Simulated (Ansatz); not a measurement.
## Sr2MgAl3(011) slab (48 atoms): geometry optimisation

Wanted: the relaxed structure of Sr2MgAl3(011) slab (48 atoms) and its electronic structure.

Method: Kohn-Sham DFT, PBE, PAW (set soft_2), plane waves, in Ansatz 0.2.0.

## Step 1: Starting point

The cell holds 48 atoms: 16 Sr, 8 Mg and 24 Al. Cell: a = 12.740 Å, b = 11.975 Å, c = 22.884 Å, α = 90.0°, β = 90.0°, γ = 105.4°. It derives from Sr2MgAl3 (P6_3/mmc, COD entry). P6_3/mmc (COD entry) Sr2MgAl3 (cell 6.37, 6.37, 10.14, 90, 90, 120), (011) slab of 2 repeat layers, 2 x 1 surface cells, 14 Å of vacuum; atoms within 2.91 Å of the bottom held; every coordinate displaced by a Gaussian of 0.05 Å. Vacuum lies along c.

## Step 2: Single point at the start

The forces at the start show how far the geometry lies from a minimum of this functional.

input.yaml reads:

```yaml
crystal:
  lattice:
    - [12.7398, 0.0, 0.0]
    - [-3.18495, 11.54345, 0.0]
    - [0.0, 0.0, 22.884]
  atoms:
    - { symbol: Sr, position: [0.50544, 0.06933, 0.48176] }
    - { symbol: Sr, position: [0.3245, 0.38763, 0.30688] }
    - { symbol: Sr, position: [0.2509, 0.07939, 0.38267] }
    - { symbol: Sr, position: [0.11027, 0.54797, 0.35205] }
    - { symbol: Mg, position: [0.47217, 0.96957, 0.32622] }
    - { symbol: Mg, position: [0.37968, 0.58213, 0.43297] }
    - { symbol: Al, position: [0.41114, 0.68718, 0.31119] }
    - { symbol: Al, position: [0.06323, 0.80886, 0.41458] }
    - { symbol: Al, position: [0.3136, 0.80784, 0.41438] }
    - { symbol: Al, position: [0.03977, 0.23803, 0.34493] }
    - { symbol: Al, position: [0.19379, 0.34802, 0.45] }
    - { symbol: Al, position: [0.445, 0.34149, 0.45397] }
    - { symbol: Sr, position: [0.30676, 0.29592, 0.69401] }
    - { symbol: Sr, position: [0.14076, 0.60641, 0.51723] }
    - { symbol: Sr, position: [0.0641, 0.30982, 0.60079] }
    - { symbol: Sr, position: [0.42772, 0.77418, 0.55937] }
    - { symbol: Mg, position: [0.27824, 0.20133, 0.54172] }
    - { symbol: Mg, position: [0.17857, 0.80301, 0.64781] }
    - { symbol: Al, position: [0.21871, 0.9209, 0.52067] }
    - { symbol: Al, position: [0.36667, 0.03527, 0.62858] }
    - { symbol: Al, position: [0.11644, 0.03777, 0.63124] }
    - { symbol: Al, position: [0.34213, 0.45859, 0.55867] }
    - { symbol: Al, position: [0.00717, 0.57342, 0.66411] }
    - { symbol: Al, position: [0.25132, 0.57107, 0.66331] }
    - { symbol: Sr, position: [0.99779, 0.06553, 0.48419] }
    - { symbol: Sr, position: [0.83225, 0.37394, 0.30503] }
    - { symbol: Sr, position: [0.74507, 0.08637, 0.38449] }
    - { symbol: Sr, position: [0.6175, 0.55221, 0.35132] }
    - { symbol: Mg, position: [0.97863, 0.96266, 0.32949] }
    - { symbol: Mg, position: [0.87403, 0.5795, 0.43383] }
    - { symbol: Al, position: [0.90454, 0.69606, 0.31162] }
    - { symbol: Al, position: [0.56243, 0.80396, 0.41644] }
    - { symbol: Al, position: [0.80552, 0.81079, 0.41821] }
    - { symbol: Al, position: [0.54743, 0.23421, 0.3441] }
    - { symbol: Al, position: [0.69401, 0.34366, 0.45022] }
    - { symbol: Al, position: [0.9438, 0.34752, 0.4534] }
    - { symbol: Sr, position: [0.80511, 0.28912, 0.69616] }
    - { symbol: Sr, position: [0.62404, 0.6036, 0.51817] }
    - { symbol: Sr, position: [0.56268, 0.3107, 0.59745] }
    - { symbol: Sr, position: [0.93473, 0.77146, 0.56528] }
    - { symbol: Mg, position: [0.7785, 0.18503, 0.54315] }
    - { symbol: Mg, position: [0.6865, 0.80627, 0.64445] }
    - { symbol: Al, position: [0.7092, 0.91779, 0.52154] }
    - { symbol: Al, position: [0.86384, 0.03461, 0.63152] }
    - { symbol: Al, position: [0.61449, 0.04045, 0.6282] }
    - { symbol: Al, position: [0.84127, 0.45574, 0.55723] }
    - { symbol: Al, position: [0.50658, 0.58549, 0.6668] }
    - { symbol: Al, position: [0.7509, 0.57568, 0.66409] }
kpoints:
  mp_grid: { grid: [2, 2, 1] }
hamiltonian:
  xc: pbe
scf:
  occupations: { method: methfessel_paxton, width: 0.15 }
output:
  forces: true
```

Command:

```console
$ ansatz run input.yaml --threads 4 --pin off --max-ram 8192MiB --backend cpu --events-out ev --progress --plain --runs-dir out
```

Numbers of over 12 decimals in the logs are rounded to 6 here.

Output:

```text
Engine: ansatz 0.2.0, aarch64-unknown-linux-gnu
Pseudopotentials: kind: paw
Pseudopotential: Sr, paw, valence charge 10, recommended cutoff 420 eV (normal), Sr.paw.azcp
Pseudopotential: Mg, paw, valence charge 10, recommended cutoff 420 eV (normal), Mg.paw.azcp
Pseudopotential: Al, paw, valence charge 3, recommended cutoff 420 eV (normal), Al.paw.azcp
Functional definition: PBE
  parameter kappa = 0.804
  parameter beta = 0.066725
  exchange = pbe_x(kappa = kappa, mu = beta*pi^2/3)
  correlation = pbe_c(beta = beta)
Crystal: 48 atoms, lattice volume = 3365.350 Å³
Basis set: ecut = 420 eV, 65721 PW (Γ), exchange–correlation on 180×162×320 points (8 copies of the dense FFT grid, shifted against one another)
Bands: 204, of which v1, the nominal top of the filled ones, is band 156 counted from 1 (155 counted from 0)
Symmetry: 1 space group operations
Space group: P1 (ITA 1), of the structure as read, at distance tolerance 1.5e-4 Å
k-points: 4
Non-local potential: Sr, projectors of the file, l = 0: 3, l = 1: 2, l = 2: 2
Non-local potential: Mg, projectors of the file, l = 0: 3, l = 1: 2, l = 2: 1
Non-local potential: Al, projectors of the file, l = 0: 2, l = 1: 2, l = 2: 1
PAW form: soft (Blöchl's): semilocal exchange-correlation on the pseudo side does not see the compensation charge
PAW one-centre angular grid: Sr, 110 points (default); XC on 64 Gauss nodes
PAW one-centre angular grid: Mg, 110 points (default); XC on 64 Gauss nodes
PAW one-centre angular grid: Al, 110 points (default); XC on 64 Gauss nodes
Initial density: superposition of atomic densities (neutral atoms: chi_scale 0, normalization atom), corrected by the library's trained network
Initial wavefunctions: pseudopotential atomic-orbital guess
Functional: x = pbe(κ = 0.804, μ = 0.219515), c = pbe(β = 0.066725)
SCF iter   1: F=—  HF=-84989.008444 eV  |F-HF|=—  |Δ(HF+E_count)|=         —  Δρ=1.67e-3  dr2=4.92e-1  ethr=1.77e-3  ⟨swp⟩=14.8  Hψ=5314  notcnv=0
preconditioner: auto → LDOS  [metal: Δε(μ)=0.026 eV  Ē_g=3.826 eV  σ=0.150 eV  W_gap=0.14  n_scr=350 (ndim 8)  ℏωp=7.0 eV  f_vac=0.472  D(μ)=30.84/eV (n_scr^D=120)  β→1.0]
SCF iter   2: F=—  HF=-84989.006395 eV  |F-HF|=—  |Δ(HF+E_count)|=   2.05e-3  S|Δr|=    0.00e0  Δρ=7.33e-4  dr2=7.11e-2  ethr=1.58e-4  ⟨swp⟩=2.0  Hψ=1235  notcnv=0  defer=3
SCF iter   3: F=—  HF=-84989.000616 eV  |F-HF|=—  |Δ(HF+E_count)|=   5.78e-3  S|Δr|=    0.00e0  Δρ=2.10e-4  dr2=6.71e-3  ethr=2.28e-5  ⟨swp⟩=2.0  Hψ=1111  notcnv=0  defer=3
SCF iter   4: F=—  HF=-84989.000767 eV  |F-HF|=—  |Δ(HF+E_count)|=   1.50e-4  S|Δr|=    0.00e0  Δρ=7.04e-5  dr2=3.55e-4  ethr=2.15e-6  ⟨swp⟩=2.0  Hψ=1120  notcnv=0  defer=3
SCF iter   5: F=—  HF=-84989.000785 eV  |F-HF|=—  |Δ(HF+E_count)|=   1.83e-5  S|Δr|=    0.00e0  Δρ=2.25e-5  dr2=3.95e-5  ethr=1.14e-7  ⟨swp⟩=2.2  Hψ=1327  notcnv=0  defer=3
SCF iter   6: F=—  HF=-84989.000491 eV  |F-HF|=—  |Δ(HF+E_count)|=   2.94e-4  S|Δr|=    0.00e0  Δρ=9.08e-6  dr2=6.22e-6  ethr=1.27e-8  ⟨swp⟩=2.0  Hψ=1431  notcnv=0  defer=2
SCF iter   7: F=—  HF=-84989.000490 eV  |F-HF|=—  |Δ(HF+E_count)|=   3.19e-7  S|Δr|=    0.00e0  Δρ=1.87e-6  dr2=3.06e-7  ethr=1.99e-9  ⟨swp⟩=2.0  Hψ=1181  notcnv=0  defer=2
SCF iter   8: F=-84989.000490 eV  HF=-84989.000490 eV  |F-HF|=8.53e-9  |Δ(HF+E_count)|=   6.21e-8  S|Δr|=    0.00e0  Δρ=6.58e-7  dr2=3.40e-8  ethr=3.21e-11  ⟨swp⟩=5.0  Hψ=2851  notcnv=0
SCF 1 converged in 8 iterations: F = -84989.000490 eV  dr2 = 3.40e-8
  greatest PAW one-centre occupation: 1.000 electrons in one spin orbital (limit 2), on the Mg atom at site 5 (counted from 0), in its partial waves of l = 0
SCF converged after 8 iterations
Stability not checked: this state was not tested for a lower state beside it, because cold or Methfessel-Paxton smearing, or corrected tetrahedra, fill the levels in a way that the test cannot read (fill_not_monotonic; see scf.lower_state_search)
Free energy (F): -84989.000490 eV
Harris-Foulkes:  -84989.000490 eV  (|F-HF|=8.53e-9)
Internal energy: -84989.037660 eV  (E = F + TS)
E sigma→0 (E₀):  -84989.009783 eV
Entropy (-TS):   0.037170 eV (0.774 meV/atom)
Fermi energy:    0.615847 eV
Step filling:    the computed levels leave a gap of 0.0351 eV = 0.2 smearing widths at the electron count; against every level under it full and every level over it empty, smearing changes F+E_penalty+E_count by +13.443 meV and its σ→0 estimate by +4.150 meV
--- Per-component energies (eV) ---
  E_band       = -6278.905618
  E_kinetic    = 4916.586989
  E_local      = -102064.253626  (includes V_loc(G=0)·N_el)
  E_nonlocal   = 4249.859132
  E_hartree    = 45526.232355
  E_xc         = -3870.934200
  E_vxc        = -3470.111753  (∫ρ·V_xc dr)
  E_paw        = -56666.314648  (= ΣΔE_a)
  E_vpaw       = -963.450749  (= ΣTr[D̂ρ^β])
  E_aug_tail   = -0.000086  (compensation charges beyond the density's cutoff)
  E_ewald      = 22919.786424
  E_smearing   = 0.037170  (= −TS)
  E_closure    = -0.000000  (closes the sum)
  Σ components = -84989.000490   (vs F -84989.000490, Δ=0.00e0)
--- Forces (eV/Å), atoms counted from 1 ---
  atom   1  Sr    -0.24702898    -0.21392433     0.07121101
  atom   2  Sr     0.03783591    -0.23709276     0.26512866
  atom   3  Sr     0.05548776     0.06267649     0.21107324
  atom   4  Sr     0.26084384     0.42725503     0.10700340
  atom   5  Mg     0.07101724    -0.42668226     0.47614569
  atom   6  Mg    -0.10918286    -0.30080122     0.05509890
  atom   7  Al    -0.09498103     0.39928979     0.81668811
  atom   8  Al    -0.00200487    -0.06764293     0.13697419
  atom   9  Al    -0.05283475    -0.06676193     0.05892696
  atom  10  Al     0.06471356     0.12192257     0.43240609
  atom  11  Al    -0.04744054    -0.07634812    -0.00209453
  atom  12  Al    -0.02032917     0.10542065    -0.20788488
  atom  13  Sr     0.06724027     0.07210160    -0.16205165
  atom  14  Sr    -0.14717535    -0.18878981    -0.01587943
[...]
atom  47  Al    -0.07655236    -0.28877603    -0.54105174
  atom  48  Al    -0.00819625    -0.20646982    -0.48787194
  max |Σ_I F_I| component: 2.28e-5 eV/Å
```

Run time: 50 s. Hardware: 4 threads of Arm Neoverse V2, shared host; peak memory 4.6 GiB.

The program notes that it cut back its work space to fit the memory limit.

Numbers from this run:

```
free energy            : -84989.0005 eV
free energy per atom   : -1770.6042 eV/atom
SCF cycles             : 8
r.m.s. force component : 0.2244 eV/Å
longest force          : 0.914 eV/Å
Fermi energy           : 0.6158 eV
```

The r.m.s. force component of 0.22 eV/Å sets the starting point.

Neighbours are counted within 3.56 Å (Al-Al), 4.12 Å (Al-Sr), 3.50 Å (Al-Mg), 4.34 Å (Sr-Sr), 4.17 Å (Sr-Mg), cutoffs set anew for this text.

Length of the force by element and coordination:

```csv
element,coordination,atoms,mean length of the force (eV/Å),spread,least,most
Al,all,24,0.344,0.243,0.0566,0.914
Al,7,2,0.905,0.0089,0.896,0.914
Al,8,4,0.548,0.044,0.498,0.618
Al,9,6,0.435,0.0426,0.360,0.478
Al,11,4,0.13,0.0438,0.075,0.189
Al,12,8,0.140,0.0576,0.0566,0.234
Mg,all,8,0.326,0.165,0.119,0.643
Mg,7,2,0.577,0.0663,0.511,0.643
Mg,8,2,0.214,0.0816,0.132,0.295
Mg,12,4,0.257,0.0811,0.119,0.325
Sr,all,16,0.330,0.107,0.125,0.543
Sr,8,2,0.246,0.0559,0.190,0.301
Sr,9,2,0.343,0.0148,0.328,0.358
Sr,12,2,0.416,0.0963,0.319,0.512
Sr,13,2,0.315,0.0875,0.227,0.402
Sr,14,2,0.326,0.082,0.244,0.408
Sr,15,2,0.473,0.0701,0.403,0.543
Sr,16,4,0.262,0.0894,0.125,0.349
```

## Step 3: Relaxation

With the cell held, the atoms are moved downhill towards a nearby minimum.

Changes to input.yaml since step 2:

```diff
@@ -15 +15,6 @@
   forces: true
+relax:
+  f_tol: 0.05
+  max_steps: 47
+  constraints:
+    - { sites: [1, 2, 3, 4, 6, 7, 8, 9, 25, 26, 27, 28, 30, 31, 32, 33], fix: xyz }
```

Output:

```text
[...]
Crystal: 48 atoms, lattice volume = 3365.350 Å³
Basis set: ecut = 420 eV, 65721 PW (Γ), exchange–correlation on 180×162×320 points (8 copies of the dense FFT grid, shifted against one another)
Bands: 204, of which v1, the nominal top of the filled ones, is band 156 counted from 1 (155 counted from 0)
Symmetry: 1 space group operations
[...]
k-points: 4
[...]
SCF iter   1: F=—  HF=-84989.008428 eV  |F-HF|=—  |Δ(HF+E_count)|=         —  Δρ=1.67e-3  dr2=4.92e-1  ethr=1.77e-3  ⟨swp⟩=14.8  Hψ=5314  notcnv=0
[...]
SCF iter   5: F=-84989.000469 eV  HF=-84989.000486 eV  |F-HF|=1.68e-5  |Δ(HF+E_count)|=   2.88e-5  S|Δr|=    0.00e0  Δρ=2.27e-5  dr2=3.96e-5  ethr=2.00e-8  ⟨swp⟩=3.8  Hψ=3473  notcnv=0
SCF 1 converged in 5 iterations: F = -84989.000469 eV  dr2 = 3.96e-5
[...]
relax step   1: F+E_penalty+E_count = -84989.00046947 eV  Δ(F+E_penalty+E_count) = +0.000e0 eV  max|allowed force component| = 5.412e-1 eV/Å  Δτ_max = 0.0000 Å  (5 SCF iters, dr2 threshold 6.25e-5 eV, accepted)
[...]
relax step   2: F+E_penalty+E_count = -84989.91017603 eV  Δ(F+E_penalty+E_count) = -9.097e-1 eV  max|allowed force component| = 4.712e-1 eV/Å  Δτ_max = 0.1948 Å  (6 SCF iters, dr2 threshold 1.83e-5 eV, accepted)
[...]
relax step   3: F+E_penalty+E_count = -84990.50828420 eV  Δ(F+E_penalty+E_count) = -5.981e-1 eV  max|allowed force component| = 3.190e-1 eV/Å  Δτ_max = 0.1949 Å  (6 SCF iters, dr2 threshold 1.39e-5 eV, accepted)
relax step   4: F+E_penalty+E_count = -84991.01753084 eV  Δ(F+E_penalty+E_count) = -5.092e-1 eV  max|allowed force component| = 2.342e-1 eV/Å  Δτ_max = 0.2000 Å  (6 SCF iters, dr2 threshold 4.66e-5 eV, accepted)
relax step   5: F+E_penalty+E_count = -84991.37004558 eV  Δ(F+E_penalty+E_count) = -3.525e-1 eV  max|allowed force component| = 9.711e-2 eV/Å  Δτ_max = 0.2000 Å  (6 SCF iters, dr2 threshold 2.51e-5 eV, accepted)
[...]
relax step   6: F+E_penalty+E_count = -84991.46999591 eV  Δ(F+E_penalty+E_count) = -9.995e-2 eV  max|allowed force component| = 4.803e-2 eV/Å  Δτ_max = 0.1909 Å  (9 SCF iters, accepted)
SCF converged after 9 iterations
[...]
Free energy (F): -84991.469996 eV
[...]
Internal energy: -84991.452361 eV  (E = F + TS)
E sigma→0 (E₀):  -84991.465587 eV
Entropy (-TS):   -0.017635 eV (-0.367 meV/atom)
Fermi energy:    0.653690 eV
[...]
--- Forces (eV/Å), atoms counted from 1 ---
  atom   1  Sr    -0.00110373     0.00635997    -0.02564229
  atom   2  Sr     0.03442241    -0.28316625    -0.09664281
  atom   3  Sr     0.04076121     0.04993482    -0.27017345
  atom   4  Sr     0.25514656     0.43694642    -0.42933047
  atom   5  Mg     0.03845940    -0.48987951     0.31519418
  atom   6  Mg     0.00908352    -0.01358602     0.03016728
  atom   7  Al    -0.07823175     0.46242886     0.77735838
  atom   8  Al    -0.13262344    -0.09022938    -0.16364760
  atom   9  Al     0.02591772    -0.12305535    -0.18329411
  atom  10  Al     0.00957558     0.05467007     0.10561381
  atom  11  Al     0.00616103     0.00261980    -0.01261864
  atom  12  Al     0.00202062     0.00007516    -0.00173948
  atom  13  Sr    -0.01223438     0.02570097     0.02242368
  atom  14  Sr    -0.00605367    -0.00182353    -0.03273729
[...]
atom  47  Al     0.03754035     0.00599098     0.04331142
  atom  48  Al    -0.01104820    -0.01231147     0.03232692
  max |Σ_I F_I| component: 5.60e-5 eV/Å
--- Relaxed structure (6 steps of the walk, 6 accepted, 0 SCFs on fresh bases) ---
  F+E_penalty+E_count = -84991.46999591 eV   max|allowed force component| = 4.803e-2 eV/Å
  atoms:
    - { symbol: Sr, position: [0.493833, 0.055300, 0.472507] }
    - { symbol: Sr, position: [0.324500, 0.38763, 0.30688] }
    - { symbol: Sr, position: [0.2509, 0.07939, 0.38267] }
    - { symbol: Sr, position: [0.110270, 0.54797, 0.35205] }
[...]
- { symbol: Al, position: [0.736173, 0.557895, 0.629889] }
```

Wall time 4.1 min (4 threads); peak memory 4.7 GiB; 16 min of CPU time.

The steps of the relaxation:

```csv
step,energy less that of the first step (eV),largest force component, free atoms (eV/Å)
1,0.0000,0.5412
2,-0.9097,0.4712
3,-1.5078,0.3190
4,-2.0171,0.2342
5,-2.3696,0.0971
6,-2.4695,0.0480
```

The atoms that moved most (Å):

```csv
atom,dx,dy,dz,length
Al47,0.116,-0.305,-0.838,0.899
Al21,0.130,-0.043,-0.831,0.843
Al48,-0.131,-0.205,-0.783,0.820
Al44,-0.126,-0.003,-0.807,0.817
Al24,-0.196,-0.149,-0.760,0.799
Al20,-0.234,-0.017,-0.762,0.797
Al23,0.030,-0.161,-0.779,0.796
Al45,0.217,-0.092,-0.742,0.779
```

The relaxation changed the energy by -51.4 meV/atom, and atoms moved by 0.44 Å r.m.s., 0.90 Å at most.

## Step 4: Local order after relaxation

Bonds before and after, by the cutoffs listed below:

```csv
pair,bonds before,bonds after,mean before (Å),mean after (Å),spread before (Å),spread after (Å)
Al-Sr,118,118,3.700,3.591,0.081,0.126
Al-Mg,42,41,3.142,3.093,0.071,0.109
Sr-Sr,26,26,3.878,3.818,0.084,0.140
Sr-Mg,36,36,3.726,3.621,0.086,0.112
```

Normalised to the volume that the atoms fill. Pair distribution functions g(r), in bins of 0.2 Å:

```csv
r (Å),total,Al-Al,Al-Sr,Al-Mg,Sr-Sr,Sr-Mg,Mg-Mg
2.70,0.14,0.55,0.00,0.00,0.00,0.00,0.00
2.90,1.92,4.55,0.00,4.63,0.00,0.00,0.00
3.10,1.77,1.90,0.00,7.75,0.00,0.00,0.00
3.30,0.96,1.37,1.42,0.89,0.00,0.00,0.00
3.50,3.06,0.68,5.99,0.52,0.78,6.46,0.00
3.70,3.20,0.00,6.61,0.00,3.69,5.27,0.00
3.90,0.56,0.00,0.42,0.00,2.51,1.28,0.00
4.10,0.16,0.00,0.00,0.00,1.46,0.00,0.00
4.30,0.00,0.00,0.00,0.00,0.00,0.00,0.00
4.50,0.00,0.00,0.00,0.00,0.00,0.00,0.00
4.70,0.05,0.00,0.00,0.00,0.00,0.00,1.67
4.90,0.20,0.35,0.00,0.64,0.00,0.00,0.00
5.10,0.70,1.36,0.24,1.45,0.00,0.00,1.45
5.30,0.95,1.28,0.28,2.79,0.00,0.33,1.35
5.50,1.50,2.08,1.64,1.67,0.00,1.39,0.00
5.70,1.35,0.52,2.42,0.98,0.14,2.18,0.00
5.90,0.99,0.95,1.65,0.00,0.41,1.36,0.00
6.10,0.96,1.68,0.21,0.00,3.16,0.00,4.04
6.30,1.11,1.85,0.00,0.08,4.51,0.35,3.27
6.50,0.55,1.15,0.15,0.52,0.34,0.68,0.45
6.70,0.30,0.14,0.00,0.49,0.00,1.67,0.00
6.90,0.96,1.75,0.49,0.99,0.49,1.31,0.00
7.10,0.81,0.46,0.93,1.63,0.65,0.38,0.00
7.30,0.79,0.00,1.03,0.30,1.94,1.60,0.00
7.50,0.24,0.00,0.17,0.56,0.51,0.34,0.00
7.70,0.25,0.50,0.00,0.57,0.00,0.00,0.95
7.90,0.40,0.34,0.28,0.75,0.00,0.00,3.60
```

Bonds by pair of elements; cutoffs follow the first minimum of g(r), held within bounds set by covalent radii, and pairs that aren't listed don't count as bonded (cutoffs were set anew for this text, so counts can differ from the run's own analysis):

```csv
pair A-B,cutoff (Å),bonds,mean length (Å),spread (Å),shortest (Å),B about A,A about B
Al-Al,3.33,36,3.02,0.178,2.79,3,3
Al-Sr,4.06,118,3.59,0.126,3.28,4.92,7.38
Al-Mg,3.5,41,3.09,0.109,2.94,1.71,5.12
Sr-Sr,4.23,26,3.82,0.14,3.49,3.25,3.25
Sr-Mg,4,36,3.62,0.112,3.42,2.25,4.5
```

The cutoff for Al-Al falls short of the minimum of g(r), so counts run low and odd coordinations can be artefacts.

How many atoms have how many bonded neighbours:

```csv
element,mean,7,8,9,11,12,13,14,15,16
Al,9.62,6,4,2,5,7,0,0,0,0
Mg,9.62,2,2,0,1,3,0,0,0,0
Sr,12.9,0,2,2,0,2,2,2,2,4
```

Bond length by coordination (bonds to H left out):

```csv
element,coordination,atoms,mean bond length (Å)
Al,7,6,3.29
Al,8,4,3.27
Al,9,2,3.45
Al,11,5,3.33
Al,12,7,3.33
Mg,7,2,3.36
Mg,8,2,3.28
Mg,11,1,3.33
Mg,12,3,3.36
Sr,8,2,3.66
Sr,9,2,3.68
Sr,12,2,3.66
Sr,13,2,3.67
Sr,14,2,3.64
Sr,15,2,3.68
Sr,16,4,3.63
```

For some of the pairs, g(r) has its first main peak near 2.87 Å (Al-Al), 3.64 Å (Al-Sr), 3.08 Å (Al-Mg), 3.79 Å (Sr-Sr) and 3.57 Å (Sr-Mg).

[end of part 1 of 2]

[Logs are printed without paths, hosts, clocks, repeated set-up lines and the standing remarks that a program may print on its own settings, such as how far it seeks lower states.]

[Hosts, paths, dates, database ids (printed as entryN), source tags and the programs' standing remarks are cut or masked in the printed files.]
